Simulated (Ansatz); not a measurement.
# Work function of Ag(110): what the settings cost and change, part 2 of 2

How far do cutoff, k-mesh and smearing move the work function of Ag(110)?

Ansatz 0.2.0; plane-wave DFT, PBE, Ansatz PAW.

So far, work function, upper face (eV): step 2 (run, setting cutoff 200 eV) 4.57; step 3 (slab) 4.12; step 4 (run) 4.12; step 5 (run) 4.12; step 6 (other k-mesh, other cutoff) 3.86.

### Step 7. Run

Contents of input.yaml:

```yaml
crystal:
  lattice:
    - [4.09, 0.0, 0.0]
    - [0.0, 2.8920667351, 0.0]
    - [0.0, 0.0, 26.6762002052]
  atoms:
    - { symbol: Ag, position: [0.0, 0.0, 0.3373793843] }
    - { symbol: Ag, position: [0.5, 0.5, 0.3915862562] }
    - { symbol: Ag, position: [0.0, 0.0, 0.4457931281] }
    - { symbol: Ag, position: [0.5, 0.5, 0.5] }
    - { symbol: Ag, position: [0.0, 0.0, 0.5542068719] }
    - { symbol: Ag, position: [0.5, 0.5, 0.6084137438] }
    - { symbol: Ag, position: [0.0, 0.0, 0.6626206157] }
kpoints:
  mp_grid: { grid: [3, 5, 1] }
hamiltonian:
  xc: pbe
scf:
  occupations: { method: fermi_dirac, width: 0.1 }
  convergence: { dr2_threshold: 1.0e-09 }
efield:
  axis: 3
  dipole_correction: true
  ramp_position: 0.97
  ramp_width: 0.06
output:
  write_potential: true
  write_density: true
  volumetric_format: npy
```

The run is started by

```sh
ansatz run input.yaml --threads 2 --pin off --max-ram 3072MiB --backend cpu --events-out ev --progress --plain --runs-dir out
```

Numbers of over 12 decimals in the logs are rounded to 6 here.

Output:

```text
[...]
Crystal: 7 atoms, lattice volume = 315.541 Å³
Basis set: ecut = 420 eV, 6169 PW (Γ)
Bands: 80, of which v1, the nominal top of the filled ones, is band 67 counted from 1 (66 counted from 0)
Symmetry: 4 space group operations
k-points: 6 of 15
[...]
k-point 0: bands = [... 63 lower, 1.1977, 1.2945, 1.3171, 2.6954, 4.4836, 6.3341, 6.3698, 7.7445, ... 9 higher]
  k-point 1: bands = [... 63 lower, 1.2528, 1.2963, 1.5061, 3.2839, 5.2414, 7.1527, 7.9899, 8.4636, ... 9 higher]
  k-point 2: bands = [... 63 lower, 2.0085, 2.3786, 3.3925, 5.0728, 5.9117, 6.6049, 6.6358, 8.4596, ... 9 higher]
  k-point 5: bands = [... 63 lower, 2.3819, 3.5754, 5.0179, 5.4146, 6.4325, 6.9306, 7.8914, 7.9419, ... 9 higher]
[key lines of the parts left out:]
SCF converged after 9 iterations
Free energy (F): -53132.627303 eV
Fermi energy:    3.931657 eV
Dipole field:    D = -0.000000 V/Å  (p = -0.000000 e·Å, saw-weighted, corrected)
Work function:   Φ+ = 4.1668 eV   Φ− = 4.1668 eV
```

It took 24 s on 2 threads of Arm Neoverse N1, shared host; peak memory 0.58 GiB.

The work function is 4.167 eV, +0.047 eV from the run “cutoff 420 eV”, at 0.13 times its CPU time.

### Step 8. Run

input.yaml, as its differences from that of step 7:

```diff
@@ -14,3 +14,3 @@
 kpoints:
-  mp_grid: { grid: [3, 5, 1] }
+  mp_grid: { grid: [7, 9, 1] }
 hamiltonian:
```

Output:

```text
[...]
Crystal: 7 atoms, lattice volume = 315.541 Å³
Basis set: ecut = 420 eV, 6169 PW (Γ)
Bands: 80, of which v1, the nominal top of the filled ones, is band 67 counted from 1 (66 counted from 0)
Symmetry: 4 space group operations
k-points: 20 of 63
[...]
k-point 0: bands = [... 63 lower, 1.1474, 1.2521, 1.2578, 2.6623, 4.4559, 6.2710, 6.3495, 7.7626, ... 9 higher]
  k-point 1: bands = [... 63 lower, 1.1143, 1.2464, 1.3058, 2.8439, 4.7021, 6.6072, 6.8402, 7.9900, ... 9 higher]
  k-point 2: bands = [... 63 lower, 1.2165, 1.2221, 1.5332, 3.3858, 5.3755, 7.2978, 8.2555, 8.6436, ... 9 higher]
  k-point 19: bands = [... 63 lower, 3.5375, 4.5200, 4.8984, 5.9765, 6.4585, 7.7201, 7.8557, 7.9927, ... 9 higher]
[key lines of the parts left out:]
SCF converged after 9 iterations
Free energy (F): -53132.591327 eV
Fermi energy:    4.022520 eV
Dipole field:    D = 0.000000 V/Å  (p = 0.000000 e·Å, saw-weighted, corrected)
Work function:   Φ+ = 4.1178 eV   Φ− = 4.1178 eV
```

It took 72 s on 2 threads; peak memory 0.84 GiB.

The work function is 4.118 eV, -0.002 eV from the run “cutoff 420 eV”, at 0.42 times its CPU time.

### Step 9. Run

input.yaml, as its differences from that of step 8:

```diff
@@ -14,3 +14,3 @@
 kpoints:
-  mp_grid: { grid: [7, 9, 1] }
+  mp_grid: { grid: [15, 21, 1] }
 hamiltonian:
```

Output:

```text
[...]
Crystal: 7 atoms, lattice volume = 315.541 Å³
Basis set: ecut = 420 eV, 6169 PW (Γ)
Bands: 80, of which v1, the nominal top of the filled ones, is band 67 counted from 1 (66 counted from 0)
Symmetry: 4 space group operations
k-points: 88 of 315
[...]
k-point 0: bands = [... 63 lower, 1.1230, 1.2295, 1.2340, 2.6474, 4.4442, 6.2442, 6.3411, 7.7683, ... 9 higher]
  k-point 1: bands = [... 63 lower, 1.1660, 1.1874, 1.2437, 2.6808, 4.4904, 6.3543, 6.3897, 7.8105, ... 9 higher]
  k-point 2: bands = [... 63 lower, 1.0996, 1.2109, 1.2729, 2.7809, 4.6263, 6.5321, 6.6688, 7.9361, ... 9 higher]
  k-point 87: bands = [... 63 lower, 4.0775, 4.3198, 5.5484, 5.9008, 7.2279, 7.6795, 7.8393, 7.9275, ... 9 higher]
[key lines of the parts left out:]
SCF converged after 9 iterations
Free energy (F): -53132.552935 eV
Fermi energy:    4.029542 eV
Dipole field:    D = -0.000000 V/Å  (p = -0.000000 e·Å, saw-weighted, corrected)
Work function:   Φ+ = 4.1261 eV   Φ− = 4.1260 eV
```

The job ended after 5.2 min (2 threads; peak memory 2.1 GiB; 9.7 min of CPU time).

The work function is 4.126 eV, +0.006 eV from the run “cutoff 420 eV”, at 1.9 times its CPU time.

### Step 10. Run

input.yaml, as its differences from that of step 9:

```diff
@@ -14,3 +14,3 @@
 kpoints:
-  mp_grid: { grid: [15, 21, 1] }
+  mp_grid: { grid: [10, 14, 1] }
 hamiltonian:
@@ -18,3 +18,3 @@
 scf:
-  occupations: { method: fermi_dirac, width: 0.1 }
+  occupations: { method: gaussian, width: 0.05 }
   convergence: { dr2_threshold: 1.0e-09 }
```

Output:

```text
[...]
Crystal: 7 atoms, lattice volume = 315.541 Å³
Basis set: ecut = 420 eV, 6169 PW (Γ)
Bands: 80, of which v1, the nominal top of the filled ones, is band 67 counted from 1 (66 counted from 0)
Symmetry: 4 space group operations
k-points: 48 of 140
[...]
k-point 0: bands = [... 63 lower, 1.1123, 1.2276, 1.2297, 2.6439, 4.4410, 6.2428, 6.3382, 7.7694, ... 9 higher]
  k-point 1: bands = [... 63 lower, 1.1422, 1.1850, 1.2514, 2.7190, 4.5443, 6.4467, 6.4869, 7.8641, ... 9 higher]
  k-point 2: bands = [... 63 lower, 1.1065, 1.2231, 1.3207, 2.9431, 4.8415, 6.7571, 7.1503, 8.1435, ... 9 higher]
  k-point 47: bands = [... 63 lower, 4.2226, 4.2986, 5.7197, 5.9367, 7.5316, 7.6635, 7.6873, 7.9324, ... 9 higher]
[key lines of the parts left out:]
SCF converged after 9 iterations
Free energy (F): -53132.515380 eV
Fermi energy:    4.018621 eV
Dipole field:    D = 0.000000 V/Å  (p = 0.000000 e·Å, saw-weighted, corrected)
Work function:   Φ+ = 4.1407 eV   Φ− = 4.1407 eV
```

Elapsed: 2.7 min, on 2 threads; peak memory 1.4 GiB.

The work function is 4.141 eV, +0.021 eV from the run “cutoff 420 eV”, at 0.98 times its CPU time.

### Step 11. Run

input.yaml, as its differences from that of step 10:

```diff
@@ -18,3 +18,3 @@
 scf:
-  occupations: { method: gaussian, width: 0.05 }
+  occupations: { method: methfessel_paxton, width: 0.2 }
   convergence: { dr2_threshold: 1.0e-09 }
```

Output:

```text
[...]
Crystal: 7 atoms, lattice volume = 315.541 Å³
Basis set: ecut = 420 eV, 6169 PW (Γ)
Bands: 80, of which v1, the nominal top of the filled ones, is band 67 counted from 1 (66 counted from 0)
Symmetry: 4 space group operations
k-points: 48 of 140
[...]
k-point 0: bands = [... 63 lower, 1.1141, 1.2297, 1.2317, 2.6456, 4.4423, 6.2446, 6.3395, 7.7693, ... 9 higher]
  k-point 1: bands = [... 63 lower, 1.1443, 1.1870, 1.2533, 2.7207, 4.5457, 6.4480, 6.4887, 7.8640, ... 9 higher]
  k-point 2: bands = [... 63 lower, 1.1089, 1.2251, 1.3227, 2.9448, 4.8428, 6.7583, 7.1522, 8.1434, ... 9 higher]
  k-point 47: bands = [... 63 lower, 4.2255, 4.2991, 5.7224, 5.9370, 7.5349, 7.6662, 7.6886, 7.9343, ... 9 higher]
[key lines of the parts left out:]
SCF converged after 9 iterations
Free energy (F): -53132.514422 eV
Fermi energy:    4.034646 eV
Dipole field:    D = 0.000000 V/Å  (p = 0.000000 e·Å, saw-weighted, corrected)
Work function:   Φ+ = 4.1234 eV   Φ− = 4.1233 eV
```

The job ended after 2.7 min (2 threads; peak memory 1.4 GiB; 5.1 min of CPU time).

The work function is 4.123 eV, +0.003 eV from the run “cutoff 420 eV”, at 1.0 times its CPU time.

### Step 12. Run

input.yaml, as its differences from that of step 11:

```diff
@@ -18,3 +18,3 @@
 scf:
-  occupations: { method: methfessel_paxton, width: 0.2 }
+  occupations: { method: fermi_dirac, width: 0.3 }
   convergence: { dr2_threshold: 1.0e-09 }
```

Output:

```text
band count auto-derived: 89 (N_el = 133.0; filled up to band 67; 80 by the electrons, moments and atoms)
[...]
Crystal: 7 atoms, lattice volume = 315.541 Å³
Basis set: ecut = 420 eV, 6169 PW (Γ)
Bands: 89, of which v1, the nominal top of the filled ones, is band 67 counted from 1 (66 counted from 0)
Symmetry: 4 space group operations
k-points: 48 of 140
[...]
k-point 0: bands = [... 63 lower, 1.0929, 1.2020, 1.2101, 2.6242, 4.4263, 6.2212, 6.3247, 7.7608, ... 18 higher]
  k-point 1: bands = [... 63 lower, 1.1158, 1.1628, 1.2319, 2.6995, 4.5295, 6.4333, 6.4651, 7.8556, ... 18 higher]
  k-point 2: bands = [... 63 lower, 1.0795, 1.1991, 1.3015, 2.9241, 4.8265, 6.7438, 7.1279, 8.1351, ... 18 higher]
  k-point 47: bands = [... 63 lower, 4.2017, 4.2749, 5.7028, 5.9188, 7.5150, 7.6372, 7.6598, 7.9148, ... 18 higher]
[key lines of the parts left out:]
SCF converged after 8 iterations
Free energy (F): -53132.808592 eV
Fermi energy:    3.981884 eV
Dipole field:    D = 0.000000 V/Å  (p = 0.000000 e·Å, saw-weighted, corrected)
Work function:   Φ+ = 4.1924 eV   Φ− = 4.1924 eV
```

Run time: 3.2 min. Hardware: 2 threads; peak memory 1.5 GiB.

The work function is 4.192 eV, +0.072 eV from the run “cutoff 420 eV”, at 1.2 times its CPU time.

### Step 13. Run

input.yaml, as its differences from that of step 12:

```diff
@@ -18,3 +18,3 @@
 scf:
-  occupations: { method: fermi_dirac, width: 0.3 }
+  occupations: { method: cold, width: 0.1 }
   convergence: { dr2_threshold: 1.0e-09 }
```

Output:

```text
[...]
Crystal: 7 atoms, lattice volume = 315.541 Å³
Basis set: ecut = 420 eV, 6169 PW (Γ)
Bands: 80, of which v1, the nominal top of the filled ones, is band 67 counted from 1 (66 counted from 0)
Symmetry: 4 space group operations
k-points: 48 of 140
[...]
k-point 0: bands = [... 63 lower, 1.1137, 1.2293, 1.2309, 2.6447, 4.4418, 6.2445, 6.3388, 7.7691, ... 9 higher]
  k-point 1: bands = [... 63 lower, 1.1440, 1.1866, 1.2526, 2.7199, 4.5451, 6.4472, 6.4886, 7.8638, ... 9 higher]
  k-point 2: bands = [... 63 lower, 1.1083, 1.2248, 1.3220, 2.9440, 4.8422, 6.7576, 7.1521, 8.1432, ... 9 higher]
  k-point 47: bands = [... 63 lower, 4.2242, 4.3000, 5.7209, 5.9379, 7.5327, 7.6654, 7.6891, 7.9336, ... 9 higher]
[key lines of the parts left out:]
SCF converged after 9 iterations
Free energy (F): -53132.513894 eV
Fermi energy:    4.027684 eV
Dipole field:    D = -0.000000 V/Å  (p = -0.000000 e·Å, saw-weighted, corrected)
Work function:   Φ+ = 4.1308 eV   Φ− = 4.1308 eV
```

Wall time 2.7 min (2 threads); peak memory 1.4 GiB; 5 min of CPU time.

The work function is 4.131 eV, +0.011 eV from the run “cutoff 420 eV”, at 1.0 times its CPU time.

### Step 14. Comparing the runs

Times are for 2 threads of Arm Neoverse N1, shared host. The runs compared:

| no. | setting | work function, upper face (eV) | time | memory (GiB) |
| --- | --- | --- | --- | --- |
| 1 | cutoff 200 eV | 4.574 | 78 s | 0.62 |
| 2 | cutoff 300 eV | 4.121 | 1.9 min | 0.92 |
| 3 | cutoff 420 eV | 4.120 | 2.8 min | 1.4 |
| 4 | cutoff 600 eV | 4.120 | 4.8 min | 2.1 |
| 5 | mesh 2x2 | 3.863 | 11 s | 0.56 |
| 6 | mesh 3x5 | 4.167 | 24 s | 0.58 |
| 7 | mesh 7x9 | 4.118 | 72 s | 0.84 |
| 8 | mesh 15x21 | 4.126 | 5.2 min | 2.1 |
| 9 | Gaussian smearing 0.05 eV | 4.141 | 2.7 min | 1.4 |
| 10 | methfessel_paxton smearing 0.2 eV | 4.123 | 2.7 min | 1.4 |
| 11 | fermi_dirac smearing 0.3 eV | 4.192 | 3.2 min | 1.5 |
| 12 | cold smearing 0.1 eV | 4.131 | 2.7 min | 1.4 |

### Step 15. The same run with other settings

An input spoilt on purpose, to show how the run answers: it repeats the earlier run “cutoff 200 eV” with efield.axis from 3 to 0, and scf.max_iter set to 50; its output block differs too.

input.yaml, as its differences from that of step 13:

```diff
@@ -18,6 +18,7 @@
 scf:
-  occupations: { method: cold, width: 0.1 }
+  occupations: { method: fermi_dirac, width: 0.1 }
   convergence: { dr2_threshold: 1.0e-09 }
+  max_iter: 50
 efield:
-  axis: 3
+  axis: 0
   dipole_correction: true
@@ -25,2 +26,4 @@
   ramp_width: 0.06
+basis:
+  ecutwfc: "200 eV"
 output:
```

Output:

```text
Error: invalid value for `efield.axis`: must be in [1, 3]; got 0
```

The job ended after 0.03 s (2 threads; peak memory 0.06 GiB).

The program refused the input before any cycle.

The program's message: “Error: invalid value for `efield.axis`: must be in [1, 3]; got 0”

The fault put into the input: an axis of 0, outside the range 1 to 3.

### Step 16. Results

| Property | Result |
| --- | --- |
| work function, cutoff 200 eV | 4.574 eV |
| work function, cutoff 420 eV | 4.120 eV |
| work function, cutoff 600 eV | 4.120 eV |
| work function, mesh 2x2 | 3.863 eV |

In words: The run at the highest cutoff gives 4.12 eV, and the settings tried spread the value from 3.86 to 4.57 eV. Against 600 eV, a cutoff of 200 eV is off by +0.455 eV. Against 600 eV, a cutoff of 420 eV is off by +0.000 eV. Against the finest mesh, 15 points along a, the coarser ones are off by -0.26 (2), +0.04 (3) and -0.01 (7) eV. The smearing schemes and widths spread it over 0.07 eV. The program marks the value as in doubt in “cutoff 200 eV”. The ladder's slabs use the tabulated experimental lattice constant (two decimals; a low-temperature value for the alkali metals). In 1 run of the series (cutoff 200 eV) the program warns that electrons reach the sawtooth's ramp, which makes dipole and work function less sure.

Calculation against experiment:

| quantity | measured | cutoff 600 eV |
| --- | --- | --- |
| work function (clean (110) face, a compiled value) (eV) | 4.1 | 4.12 (+0.02 eV) |

Measured values from arxiv:1902.07811 (2019).

How well it matches: The work function is off by +0.02 eV: good agreement. The grades are ours: good and fair within 3 and 7 % for the work function. No cell relaxation is part of this session.

[Logs are printed without paths, hosts, clocks, repeated set-up lines and the standing remarks that a program may print on its own settings, such as how far it seeks lower states.]

[Hosts, paths, dates, database ids (printed as entryN), source tags and the programs' standing remarks are cut or masked in the printed files.]

[Maps of the electrostatic potential energy from Ansatz leave out the sawtooth potential of an applied field or a dipole correction, so their vacuum need not be flat; planar profiles and work functions include it.]
